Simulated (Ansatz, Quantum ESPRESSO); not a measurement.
# W (bcc): bulk modulus from a few volumes

How stiff is bcc W under hydrostatic load? Each row relaxes cell and atoms at a set pressure. The phase is followed to these pressures whether or not it stays the stable one.

Calculated with Ansatz 0.2.0, PBEsol, PAW files of the set soft_1, cutoff 600 eV, Fermi–Dirac smearing 0.05 eV, k-mesh 19×19×19, no spin polarisation, no spin-orbit coupling.

Reference cell, relaxed at zero pressure with PBEsol (Im-3m): a = 2.7311 Å, b = 2.7311 Å, c = 2.7311 Å, α = 109.47°, β = 109.47°, γ = 109.47°.

```
atom       x       y       z
   W  0.0000  0.0000  0.0000
```

| V (Å³/atom) | V/V0 | P (GPa) | E − E0 (meV/atom) |
| --- | --- | --- | --- |
| 15.8821 | 1.0128 | −3.996 | 2.5 |
| 15.4489 | 0.9852 | 5.008 | 3.6 |
| 15.0322 | 0.9586 | 14.998 | 29.3 |
| 14.8431 | 0.9465 | 20.000 | 49.9 |
| 14.4963 | 0.9244 | 29.999 | 103.9 |

V0 = 15.6817 Å³ an atom, where the residual pressure P0 is +0.003 GPa. **Question.** Fit the Birch–Murnaghan law and give the pressure and the energy at V = 15.2329 Å³ an atom, a row left out above.

With the Eulerian strain f = ½[(V0/V)^(2/3) − 1] and F = (P − P0)/[3f(1 + 2f)^(5/2)], the third-order law is the line F = B0 + (3/2) B0 (B′ − 4) f.

```csv
f,F (GPa)
0.02690,326.07
0.01866,325.96
0.01430,325.73
0.00501,324.77
−0.00421,323.02
```

A straight line through the 5 rows: the means are 0.01213 for f and 325.11 for F, Σ(Δx)² = 0.0005832 and ΣΔxΔy = 0.05765, so the slope is 0.05765/0.0005832 = 98.846 and the intercept 325.11 − (98.846)(0.01213) = 323.91.

Hence B0 = 323.9 GPa and B′ = 4 + (98.8)/(1.5 × 323.9) = 4.20. For the withheld volume f = 0.00977, F = 324.88 GPa and P = 10.00 GPa. The run itself gives 10.01 GPa, so the estimate misses by 0.01 GPa; the fitted rows themselves lie up to 0.05 GPa off the law.

Integrating the same law gives E − E0 = (9/2) B0 V0 f²[1 + (B′ − 4) f] + P0(V0 − V), with 1 GPa Å³ = 6.2415 meV: 13.7 meV an atom. The run itself gives 13.7 meV, so the estimate misses by 0.0 meV, a rounding's worth.

The same fit over all rows at other levels or in other programs gives B0 = 327 GPa with PBEsol (Quantum ESPRESSO, GBRV).

Measured volume: 15.849 Å³ an atom (doi:10.1007/s002690050070, 298 K), so V0 is −1.1 % off. A stiffness follows the volume as d ln B/d ln V = −B′, which moves B0 by about −4 % when it is taken at the measured volume.

The calculation is for a static lattice, while measurements hold thermal and zero-point motion.

[Logs are printed without paths, hosts, clocks, repeated set-up lines and the standing remarks that a program may print on its own settings, such as how far it seeks lower states.]
